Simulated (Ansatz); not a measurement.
# Converging the field response of a TiO2 (110) film

Aim: a convergence study of the equivalent conductor thickness of a TiO2 (110) film, with the cost of each setting.

Main program and level: Ansatz 0.2.0; plane-wave DFT, PBE, Ansatz PAW, in the first sound run; inputs show where later runs differ.

## (1) Set-up

The cell holds 18 atoms: 12 O and 6 Ti. Cell: a = 2.959 Å, b = 6.497 Å, c = 27.031 Å, α = 90.0°, β = 90.0°, γ = 90.0°. It derives from TiO2 (rutile TiO2). Vacuum lies along c.

## (2) Run, setting first choice

The first choice: the default cutoff of 420 eV, a 10×4×1 mesh, 18 Å of vacuum, 0.1 V/Å and a tight threshold. Each later run changes one input against this one; other functionals and files bring their own cutoffs.

Contents of input.yaml:

```yaml
crystal:
  lattice:
    - [2.959, 0.0, 0.0]
    - [0.0, 6.49689711, 0.0]
    - [0.0, 0.0, 27.0306869767]
  atoms:
    - { symbol: O, position: [0.0, 0.5, 0.3329549119] }
    - { symbol: Ti, position: [0.0, 0.0, 0.3798236776] }
    - { symbol: Ti, position: [0.5, 0.5, 0.3798236776] }
    - { symbol: O, position: [0.5, 0.805, 0.3798236776] }
    - { symbol: O, position: [0.5, 0.195, 0.3798236776] }
    - { symbol: O, position: [0.0, 0.5, 0.4266924433] }
    - { symbol: O, position: [0.0, 0.0, 0.4531312343] }
    - { symbol: Ti, position: [0.0, 0.5, 0.5] }
    - { symbol: Ti, position: [0.5, 0.0, 0.5] }
    - { symbol: O, position: [0.5, 0.305, 0.5] }
    - { symbol: O, position: [0.5, 0.695, 0.5] }
    - { symbol: O, position: [0.0, 0.0, 0.5468687657] }
    - { symbol: O, position: [0.0, 0.5, 0.5733075567] }
    - { symbol: Ti, position: [0.0, 0.0, 0.6201763224] }
    - { symbol: Ti, position: [0.5, 0.5, 0.6201763224] }
    - { symbol: O, position: [0.5, 0.805, 0.6201763224] }
    - { symbol: O, position: [0.5, 0.195, 0.6201763224] }
    - { symbol: O, position: [0.0, 0.5, 0.6670450881] }
kpoints:
  mp_grid: { grid: [10, 4, 1] }
hamiltonian:
  xc: pbe
scf:
  occupations: { method: fixed }
  convergence: { dr2_threshold: 1.0e-10 }
efield:
  axis: 3
  dipole_correction: true
  ramp_position: 0.97
  ramp_width: 0.06
  amplitude: 0.1
output:
  write_potential: true
  write_density: true
  volumetric_format: npy
```

Command:

```sh
ansatz run input.yaml --threads 4 --pin off --max-ram 6144MiB --backend cpu --events-out ev --progress --plain --runs-dir out
```

Numbers of over 12 decimals in the logs are rounded to 6 here.

Output:

```text
Engine: ansatz 0.2.0, x86_64-unknown-linux-gnu
Pseudopotentials: kind: paw
Pseudopotential: O, paw, valence charge 6, recommended cutoff 420 eV (normal), O.paw.azcp
Pseudopotential: Ti, paw, valence charge 12, recommended cutoff 420 eV (normal), Ti.paw.azcp
Functional definition: PBE
  parameter kappa = 0.804
  parameter beta = 0.066725
  exchange = pbe_x(kappa = kappa, mu = beta*pi^2/3)
  correlation = pbe_c(beta = beta)
Crystal: 18 atoms, lattice volume = 519.647 Å³
Basis set: ecut = 420 eV, 10071 PW (Γ)
Bands: 90, of which v1, the nominal top of the filled ones, is band 72 counted from 1 (71 counted from 0)
Symmetry: 4 space group operations
k-points: 18 of 40
Non-local potential: O, projectors of the file, l = 0: 2, l = 1: 2, l = 2: 1
Non-local potential: Ti, projectors of the file, l = 0: 3, l = 1: 2, l = 2: 3, l = 3: 1
PAW form: soft (Blöchl's): semilocal exchange-correlation on the pseudo side does not see the compensation charge
PAW one-centre angular grid: O, 110 points (default); XC on 64 Gauss nodes
PAW one-centre angular grid: Ti, 590 points (default); XC on 64 Gauss nodes
Initial density: superposition of atomic densities (neutral atoms: chi_scale 0, normalization atom, screened)
Initial wavefunctions: pseudopotential atomic-orbital guess
Functional: x = pbe(κ = 0.804, μ = 0.219515), c = pbe(β = 0.066725)
SCF iter   1: F=—  HF=-21859.429314 eV  |F-HF|=—  |Δ(HF+E_count)|=         —  Δρ=1.47e-1  dr2=1.24e2  ethr=3.10e-3  p=0.109 e·Å  D=3.79e-2 V/Å  ΔV_dip=-1.02 eV  dr2_dipole=1.76e-3  V_vac-E_F(+/−)=12.71/11.31 eV  ⟨swp⟩=4.1  Hψ=5446  notcnv=0  defer=236
efield: sawtooth ramp at fractional position 0.9700 (set: `efield.ramp_position`, or a place that a band, a saddle search or an elastic batch's reference lends), width 0.0600; the density the first Hamiltonian is built on has a dipole p = 0.109 e·Å; the dipole correction subtracts the counter field D = 3.79e-2 V/Å, which shifts the + side's vacuum level by -1.02 eV against the − side's; the planar-averaged density in the ramp window peaks in size at 1.3e-6 e/Å³
preconditioner: auto → Resta (q_TF=auto, 2.203 Å⁻¹)  ε∞=2.0  [insulator: Δε(μ)=5.849 eV  Ē_g=18.972 eV  n_scr=80 (ndim 8)  ℏωp=18.7 eV  f_vac=0.588  ε∞_Penn≈2.0  vacuum switching on, ρ_ref=2.6e-2 e/Å³]
SCF iter   2: F=—  HF=-21856.399194 eV  |F-HF|=—  |Δ(HF+E_count)|=    3.03e0  Δρ=2.64e-1  dr2=5.66e2  ethr=3.10e-3  p=0.080 e·Å  D=2.78e-2 V/Å  ΔV_dip=-0.75 eV  dr2_dipole=3.23e0  V_vac-E_F(+/−)=8.85/7.18 eV  ⟨swp⟩=5.3  Hψ=4842  notcnv=0  defer=257  κ⁻¹=1.0e0(r=1)
SCF iter   3: F=—  HF=-21838.743810 eV  |F-HF|=—  |Δ(HF+E_count)|=    1.77e1  Δρ=7.01e-2  dr2=7.05e1  ethr=3.10e-3  p=0.415 e·Å  D=1.45e-1 V/Å  ΔV_dip=-3.91 eV  dr2_dipole=5.95e0  V_vac-E_F(+/−)=4.80/6.29 eV  ⟨swp⟩=3.9  Hψ=4508  notcnv=0  defer=268  κ⁻¹=3.8e-2(r=2)
SCF iter   4: F=—  HF=-21834.117162 eV  |F-HF|=—  |Δ(HF+E_count)|=    4.63e0  Δρ=5.24e-2  dr2=2.40e1  ethr=3.10e-3  p=-0.143 e·Å  D=-4.99e-2 V/Å  ΔV_dip=1.35 eV  dr2_dipole=2.73e-1  V_vac-E_F(+/−)=8.55/4.78 eV  ⟨swp⟩=3.2  Hψ=3274  notcnv=0  defer=274  κ⁻¹=4.3e-3(r=3)
SCF iter   5: F=—  HF=-21831.475928 eV  |F-HF|=—  |Δ(HF+E_count)|=    2.64e0  Δρ=3.83e-2  dr2=1.33e1  ethr=3.10e-3  p=0.096 e·Å  D=3.35e-2 V/Å  ΔV_dip=-0.90 eV  dr2_dipole=1.53e-3  V_vac-E_F(+/−)=7.91/6.40 eV  ⟨swp⟩=3.2  Hψ=2118  notcnv=0  defer=261  κ⁻¹=2.5e-4(r=4)
SCF iter   6: F=—  HF=-21829.599028 eV  |F-HF|=—  |Δ(HF+E_count)|=    1.88e0  Δρ=2.11e-2  dr2=5.08e0  ethr=3.10e-3  p=0.183 e·Å  D=6.39e-2 V/Å  ΔV_dip=-1.73 eV  dr2_dipole=7.23e-2  V_vac-E_F(+/−)=7.16/6.47 eV  ⟨swp⟩=2.6  Hψ=2036  notcnv=0  defer=247  κ⁻¹=1.6e-4(r=5)
SCF iter   7: F=—  HF=-21828.826807 eV  |F-HF|=—  |Δ(HF+E_count)|=   7.72e-1  Δρ=8.12e-3  dr2=1.18e0  ethr=3.10e-3  p=0.206 e·Å  D=7.16e-2 V/Å  ΔV_dip=-1.94 eV  dr2_dipole=1.27e-1  V_vac-E_F(+/−)=6.89/6.41 eV  ⟨swp⟩=2.6  Hψ=2384  notcnv=0  defer=238  κ⁻¹=5.7e-5(r=6)
SCF iter   8: F=—  HF=-21828.639325 eV  |F-HF|=—  |Δ(HF+E_count)|=   1.87e-1  Δρ=4.27e-3  dr2=3.22e-1  ethr=8.18e-4  p=0.158 e·Å  D=5.51e-2 V/Å  ΔV_dip=-1.49 eV  dr2_dipole=4.54e-2  V_vac-E_F(+/−)=7.30/6.36 eV  ⟨swp⟩=2.2  Hψ=2362  notcnv=0  defer=247  κ⁻¹=2.1e-5(r=7)
SCF iter   9: F=—  HF=-21828.583408 eV  |F-HF|=—  |Δ(HF+E_count)|=   5.59e-2  Δρ=2.48e-3  dr2=5.92e-2  ethr=2.24e-4  p=0.115 e·Å  D=4.01e-2 V/Å  ΔV_dip=-1.08 eV  dr2_dipole=4.92e-3  V_vac-E_F(+/−)=7.58/6.24 eV  ⟨swp⟩=3.2  Hψ=2143  notcnv=0  defer=285  κ⁻¹=9.0e-6(r=8)
SCF iter  10: F=—  HF=-21828.570854 eV  |F-HF|=—  |Δ(HF+E_count)|=   1.26e-2  Δρ=9.26e-4  dr2=5.46e-3  ethr=4.11e-5  p=0.092 e·Å  D=3.21e-2 V/Å  ΔV_dip=-0.87 eV  dr2_dipole=7.71e-7  V_vac-E_F(+/−)=7.66/6.11 eV  ⟨swp⟩=2.5  Hψ=2595  notcnv=0  defer=282  κ⁻¹=5.9e-6(r=8)
[...]
SCF iter  13: F=—  HF=-21828.570046 eV  |F-HF|=—  |Δ(HF+E_count)|=   3.89e-5  Δρ=9.01e-5  dr2=4.03e-5  ethr=2.09e-7  p=0.092 e·Å  D=3.20e-2 V/Å  ΔV_dip=-0.87 eV  dr2_dipole=2.60e-6  V_vac-E_F(+/−)=7.65/6.09 eV  ⟨swp⟩=2.4  Hψ=2130  notcnv=0  defer=255  κ⁻¹=1.0e-5(r=8)
SCF iter  14: F=—  HF=-21828.570042 eV  |F-HF|=—  |Δ(HF+E_count)|=   4.46e-6  Δρ=4.82e-5  dr2=1.08e-5  ethr=2.80e-8  p=0.093 e·Å  D=3.22e-2 V/Å  ΔV_dip=-0.87 eV  dr2_dipole=2.34e-7  V_vac-E_F(+/−)=7.65/6.10 eV  ⟨swp⟩=2.8  Hψ=2343  notcnv=0  defer=222  κ⁻¹=4.6e-6(r=8)
SCF iter  15: F=—  HF=-21828.570089 eV  |F-HF|=—  |Δ(HF+E_count)|=   4.67e-5  Δρ=1.99e-5  dr2=2.07e-6  ethr=7.50e-9  p=0.092 e·Å  D=3.22e-2 V/Å  ΔV_dip=-0.87 eV  dr2_dipole=2.08e-7  V_vac-E_F(+/−)=7.65/6.09 eV  ⟨swp⟩=2.1  Hψ=2276  notcnv=0  defer=205  κ⁻¹=8.4e-6(r=8)
SCF iter  16: F=—  HF=-21828.570089 eV  |F-HF|=—  |Δ(HF+E_count)|=   2.29e-8  Δρ=9.65e-6  dr2=4.05e-7  ethr=1.44e-9  p=0.093 e·Å  D=3.22e-2 V/Å  ΔV_dip=-0.87 eV  dr2_dipole=2.18e-8  V_vac-E_F(+/−)=7.65/6.09 eV  ⟨swp⟩=2.7  Hψ=2201  notcnv=0  defer=205  κ⁻¹=3.0e-6(r=8)
SCF iter  17: F=—  HF=-21828.570089 eV  |F-HF|=—  |Δ(HF+E_count)|=   7.94e-8  Δρ=4.97e-6  dr2=8.59e-8  ethr=2.81e-10  p=0.092 e·Å  D=3.22e-2 V/Å  ΔV_dip=-0.87 eV  dr2_dipole=5.54e-10  V_vac-E_F(+/−)=7.65/6.09 eV  ⟨swp⟩=2.2  Hψ=2132  notcnv=0  defer=205  κ⁻¹=3.2e-6(r=8)
SCF iter  18: F=—  HF=-21828.570089 eV  |F-HF|=—  |Δ(HF+E_count)|=   7.55e-9  Δρ=1.71e-6  dr2=1.25e-8  ethr=5.97e-11  p=0.092 e·Å  D=3.22e-2 V/Å  ΔV_dip=-0.87 eV  dr2_dipole=3.18e-11  V_vac-E_F(+/−)=7.65/6.09 eV  ⟨swp⟩=2.5  Hψ=2185  notcnv=0  defer=205  κ⁻¹=4.0e-6(r=8)
SCF iter  19: F=—  HF=-21828.570089 eV  |F-HF|=—  |Δ(HF+E_count)|=   2.43e-9  Δρ=9.52e-7  dr2=3.67e-9  ethr=8.70e-12  p=0.092 e·Å  D=3.22e-2 V/Å  ΔV_dip=-0.87 eV  dr2_dipole=3.49e-11  V_vac-E_F(+/−)=7.65/6.09 eV  ⟨swp⟩=2.6  Hψ=2166  notcnv=0  defer=205  κ⁻¹=3.6e-6(r=8)
SCF iter  20: F=—  HF=-21828.570089 eV  |F-HF|=—  |Δ(HF+E_count)|=  5.24e-10  Δρ=3.42e-7  dr2=4.15e-10  ethr=2.55e-12  p=0.092 e·Å  D=3.22e-2 V/Å  ΔV_dip=-0.87 eV  dr2_dipole=1.98e-14  V_vac-E_F(+/−)=7.65/6.09 eV  ⟨swp⟩=2.2  Hψ=2134  notcnv=0  defer=205  κ⁻¹=2.0e-6(r=8)
SCF iter  21: F=—  HF=-21828.570089 eV  |F-HF|=—  |Δ(HF+E_count)|=  6.55e-11  Δρ=1.75e-7  dr2=1.24e-10  ethr=1.00e-12  p=0.092 e·Å  D=3.22e-2 V/Å  ΔV_dip=-0.87 eV  dr2_dipole=4.64e-13  V_vac-E_F(+/−)=7.65/6.09 eV  ⟨swp⟩=2.0  Hψ=2064  notcnv=0  defer=205  κ⁻¹=4.2e-6(r=8)
SCF iter  22: F=-21828.570089 eV  HF=-21828.570089 eV  |F-HF|=4.00e-11  |Δ(HF+E_count)|=  1.35e-10  Δρ=8.13e-8  dr2=2.52e-11  ethr=1.00e-12  p=0.092 e·Å  D=3.22e-2 V/Å  ΔV_dip=-0.87 eV  dr2_dipole=3.99e-13  V_vac-E_F(+/−)=7.65/6.09 eV  ⟨swp⟩=13.3  Hψ=6875  notcnv=0
SCF 1 converged in 22 iterations: F = -21828.570089 eV  dr2 = 2.52e-11
  greatest PAW one-centre occupation: 0.999 electrons in one spin orbital (limit 2), on the Ti atom at site 8 (counted from 0), in its partial waves of l = 0
WARN: The output density's exchange-correlation potential varies sharply where the density is thin. Do not read a vacuum level from v_tot or v_xc, or from such a field of the output density. On a cell that repeats whose density bears no net charge and no dipole along the vacuum's axis use v_es (v_loc + v_h of the components); under efield.dipole_correction with no amplitude use v_es + v_field, which holds any externa [...]
SCF converged after 22 iterations
Stability not checked: this state was not tested for a lower state beside it, because the mixer in use, unlike msr1, does not test its closes by its own steps (another_mixer; see scf.mixing.algorithm and scf.lower_state_search)
Free energy (F): -21828.570089 eV
Harris-Foulkes:  -21828.570089 eV  (|F-HF|=4.00e-11)
Internal energy: -21828.570089 eV  (E = F + TS)
E sigma→0 (E₀):  -21828.570089 eV
Fermi energy:    -0.908801 eV
Dipole field:    D = 0.032202 V/Å  (p = 0.092476 e·Å, saw-weighted, corrected)
Work function:   not extracted (applied field tilts the vacuum); planar V_es + V_field profile in the machine report
Levels:          The Fermi level and band energies are counted from a zero that moves with the ramp; work functions are not
--- Per-component energies (eV) ---
  E_band       = -2649.005374
  E_kinetic    = 3731.497523
  E_local      = -193799.566491  (includes V_loc(G=0)·N_el)
  E_nonlocal   = 592.277227
  E_hartree    = 95060.594015
  E_xc         = -1474.759256
  E_vxc        = -1867.280720  (∫ρ·V_xc dr)
  E_paw        = -8165.625710  (= ΣΔE_a)
  E_vpaw       = -1427.144632  (= ΣTr[D̂ρ^β])
  E_aug_tail   = 0.030312  (compensation charges beyond the density's cutoff)
  E_efield     = -0.007759  (sawtooth field / dipole correction)
  E_vefield    = -0.006270  (∫n·V_field dr)
  E_ewald      = 82226.990049
  E_smearing   = -0.000000  (= −TS)
  E_closure    = -0.000000  (closes the sum)
  Σ components = -21828.570089   (vs F -21828.570089, Δ=0.00e0)
--- Band table (eV; the first three rows and the last of 18) ---
  k-point 0: bands = [... 68 lower, -1.1896, -1.0950, -1.0869, -1.0520, 0.0412, 0.2526, 0.4024, 0.4666, ... 14 higher]
  k-point 1: bands = [... 68 lower, -1.2954, -1.1983, -1.1269, -1.0386, 0.0734, 0.4639, 0.4661, 0.6263, ... 14 higher]
  k-point 2: bands = [... 68 lower, -1.3523, -1.2494, -1.1528, -1.0417, 0.0829, 0.4658, 0.6089, 0.7299, ... 14 higher]
  k-point 17: bands = [... 68 lower, -1.6135, -1.4969, -1.4223, -1.2547, 0.0048, 0.3967, 0.5900, 0.6091, ... 14 higher]
```

It took 12 s on 4 threads of AMD EPYC 9R45, shared host; peak memory 1.7 GiB; 48 s of CPU time.

In the SCF lines HF is the Harris–Foulkes energy and dr2 the Hartree energy of the density residual, in eV; the loop may stop once dr2 is under the threshold and the program's other checks hold. Hψ counts applications of the Hamiltonian.

Numbers from this step:

| Quantity | Value |
| --- | --- |
| gap on the k-mesh | 0.9136 eV |
| dipole along the normal | 0.09248 e·Å |
| equivalent conductor thickness p/(ε₀AE) | 8.704 Å |

Running mean over 3.248 Å of the planar mean, with the applied field; the ramp of the sawtooth is left out. Table of electron's electrostatic potential energy less the highest filled level by z:

```
z (Å)  electron's electrostatic potential energy less the highest filled level (eV)
    4                                                                          6.36
    5                                                                          6.46
    6                                                                          6.55
    7                                                                          6.35
    8                                                                          4.35
    9                                                                         -1.32
   10                                                                         -4.13
   11                                                                         -4.56
   12                                                                         -4.58
   13                                                                         -4.59
   14                                                                         -4.58
   15                                                                         -4.55
   16                                                                         -4.49
   17                                                                         -4.08
   18                                                                         -1.32
   19                                                                          4.52
   20                                                                          6.76
   21                                                                          7.18
   22                                                                          7.29
   23                                                                          7.39
```

The dipole corresponds to a conductor 8.704 Å thick.

## (3) Single point, box 27 Å

Changes to input.yaml since step 2:

```diff
@@ -37,2 +37,4 @@
   amplitude: 0.1
+basis:
+  ecutwfc: "250 eV"
 output:
```

Output:

```text
Warning: basis.ecutwfc = 250 eV is below the records' recommended 420 eV, and the density's cutoff is lower with it unless basis.ecutrho_ratio is high enough to keep the records' density cutoff: compare with a run at a higher cutoff
[...]
k-point 0: bands = [... 68 lower, -1.3056, -1.2116, -1.1923, -1.1222, -0.0274, 0.1873, 0.3264, 0.3730, ... 14 higher]
  k-point 1: bands = [... 68 lower, -1.3676, -1.2705, -1.1922, -1.1038, 0.0130, 0.3786, 0.3882, 0.5388, ... 14 higher]
  k-point 2: bands = [... 68 lower, -1.4083, -1.3121, -1.2210, -1.1251, 0.0330, 0.3832, 0.5272, 0.6523, ... 14 higher]
  k-point 17: bands = [... 68 lower, -1.6935, -1.5776, -1.4545, -1.2867, -0.0482, 0.2951, 0.5232, 0.5374, ... 14 higher]
[key lines of the parts left out:]
SCF converged after 24 iterations
Free energy (F): -21801.457723 eV
Fermi energy:    -0.963306 eV
Dipole field:    D = 0.032144 V/Å  (p = 0.092310 e·Å, saw-weighted, corrected)
```

It took 5.9 s on 4 threads; peak memory 0.98 GiB; 23 s of CPU time.

The dipole corresponds to a conductor 8.689 Å thick, -0.18 % from the first choice, at 0.48 times its CPU time.

## (4) Single point, box 27 Å (run 2)

Changes to input.yaml since step 3:

```diff
@@ -38,3 +38,3 @@
 basis:
-  ecutwfc: "250 eV"
+  ecutwfc: "330 eV"
 output:
```

Output:

```text
[...]
Crystal: 18 atoms, lattice volume = 519.647 Å³
Basis set: ecut = 330 eV, 7087 PW (Γ)
Bands: 90, of which v1, the nominal top of the filled ones, is band 72 counted from 1 (71 counted from 0)
Symmetry: 4 space group operations
k-points: 18 of 40
[...]
k-point 0: bands = [... 68 lower, -1.1941, -1.1047, -1.0910, -1.0594, 0.0274, 0.2391, 0.3880, 0.4540, ... 14 higher]
  k-point 1: bands = [... 68 lower, -1.3017, -1.2051, -1.1408, -1.0477, 0.0602, 0.4511, 0.4527, 0.6126, ... 14 higher]
  k-point 2: bands = [... 68 lower, -1.3588, -1.2564, -1.1673, -1.0518, 0.0684, 0.4514, 0.5961, 0.7146, ... 14 higher]
  k-point 17: bands = [... 68 lower, -1.6233, -1.5070, -1.4329, -1.2653, -0.0083, 0.3854, 0.5750, 0.5942, ... 14 higher]
[key lines of the parts left out:]
SCF converged after 22 iterations
Free energy (F): -21826.172275 eV
Fermi energy:    -0.919597 eV
Dipole field:    D = 0.032204 V/Å  (p = 0.092482 e·Å, saw-weighted, corrected)
```

Elapsed: 8.4 s, on 4 threads; peak memory 1.3 GiB.

The dipole corresponds to a conductor 8.705 Å thick, +0.01 % from the first choice, at 0.69 times its CPU time.

## (5) Run, box 27 Å

Changes to input.yaml since step 4:

```diff
@@ -38,3 +38,3 @@
 basis:
-  ecutwfc: "330 eV"
+  ecutwfc: "600 eV"
 output:
```

Output:

```text
[...]
Crystal: 18 atoms, lattice volume = 519.647 Å³
Basis set: ecut = 600 eV, 17253 PW (Γ)
Bands: 90, of which v1, the nominal top of the filled ones, is band 72 counted from 1 (71 counted from 0)
Symmetry: 4 space group operations
k-points: 18 of 40
[...]
k-point 0: bands = [... 68 lower, -1.1892, -1.0948, -1.0865, -1.0520, 0.0415, 0.2529, 0.4026, 0.4669, ... 14 higher]
  k-point 1: bands = [... 68 lower, -1.2950, -1.1980, -1.1267, -1.0385, 0.0737, 0.4642, 0.4665, 0.6265, ... 14 higher]
  k-point 2: bands = [... 68 lower, -1.3520, -1.2491, -1.1527, -1.0417, 0.0832, 0.4661, 0.6092, 0.7303, ... 14 higher]
  k-point 17: bands = [... 68 lower, -1.6137, -1.4971, -1.4221, -1.2545, 0.0051, 0.3971, 0.5902, 0.6092, ... 14 higher]
[key lines of the parts left out:]
SCF converged after 22 iterations
Free energy (F): -21828.647887 eV
Fermi energy:    -0.908815 eV
Dipole field:    D = 0.032204 V/Å  (p = 0.092481 e·Å, saw-weighted, corrected)
```

Elapsed: 21 s, on 4 threads; peak memory 2.7 GiB; 81 s of CPU time.

The dipole corresponds to a conductor 8.705 Å thick, +0.00 % from the first choice, at 1.7 times its CPU time.

## (6) Single point, box 27 Å (run 3)

Changes to input.yaml since step 5:

```diff
@@ -25,3 +25,3 @@
 kpoints:
-  mp_grid: { grid: [10, 4, 1] }
+  mp_grid: { grid: [1, 1, 1] }
 hamiltonian:
@@ -37,4 +37,2 @@
   amplitude: 0.1
-basis:
-  ecutwfc: "600 eV"
 output:
```

Output:

```text
[...]
Crystal: 18 atoms, lattice volume = 519.647 Å³
Basis set: ecut = 420 eV, 10071 PW (Γ)
Bands: 90, of which v1, the nominal top of the filled ones, is band 72 counted from 1 (71 counted from 0)
Symmetry: 4 space group operations
k-points: 1
[...]
Internal energy: -21821.507611 eV  (E = F + TS)
E sigma→0 (E₀):  -21821.507611 eV
Fermi energy:    -1.084836 eV
Dipole field:    D = 0.033633 V/Å  (p = 0.096587 e·Å, saw-weighted, corrected)
Work function:   not extracted (applied field tilts the vacuum); planar V_es + V_field profile in the machine report
[...]
--- Band table (eV) ---
  k-point 0: bands = [... 68 lower, -1.2375, -1.1809, -1.1552, -1.0848, -0.0207, 0.3416, 0.4060, 0.4905, ... 14 higher]
[key lines of the parts left out:]
SCF converged after 22 iterations
Free energy (F): -21821.507611 eV
```

Run time: 1.1 s. Hardware: 4 threads; peak memory 0.54 GiB; 3.6 s of CPU time.

The dipole corresponds to a conductor 9.091 Å thick, +4.45 % from the first choice, at 0.075 times its CPU time.

## (7) Run, box 27 Å (run 2)

Changes to input.yaml since step 6:

```diff
@@ -25,3 +25,3 @@
 kpoints:
-  mp_grid: { grid: [1, 1, 1] }
+  mp_grid: { grid: [2, 1, 1] }
 hamiltonian:
```

Output:

```text
[...]
Crystal: 18 atoms, lattice volume = 519.647 Å³
Basis set: ecut = 420 eV, 10071 PW (Γ)
Bands: 90, of which v1, the nominal top of the filled ones, is band 72 counted from 1 (71 counted from 0)
Symmetry: 4 space group operations
k-points: 2
[...]
Fermi energy:    -1.071629 eV
Dipole field:    D = 0.032774 V/Å  (p = 0.094118 e·Å, saw-weighted, corrected)
Work function:   not extracted (applied field tilts the vacuum); planar V_es + V_field profile in the machine report
[...]
--- Band table (eV) ---
  k-point 0: bands = [... 68 lower, -1.2006, -1.1204, -1.1042, -1.0716, -0.0655, 0.1856, 0.2925, 0.3616, ... 14 higher]
  k-point 1: bands = [... 68 lower, -1.7096, -1.6068, -1.2296, -1.1418, 0.1157, 0.3191, 1.0223, 1.0312, ... 14 higher]
[key lines of the parts left out:]
SCF converged after 23 iterations
Free energy (F): -21826.362704 eV
```

It took 1.6 s on 4 threads; peak memory 0.82 GiB; 5.5 s of CPU time.

The dipole corresponds to a conductor 8.859 Å thick, +1.78 % from the first choice, at 0.11 times its CPU time.

[end of part 1 of 3]

[Logs are printed without paths, hosts, clocks, repeated set-up lines and the standing remarks that a program may print on its own settings, such as how far it seeks lower states.]

[Hosts, paths, dates, database ids (printed as entryN), source tags and the programs' standing remarks are cut or masked in the printed files.]

[Maps of the electrostatic potential energy from Ansatz leave out the sawtooth potential of an applied field or a dipole correction, so their vacuum need not be flat; planar profiles and work functions include it.]
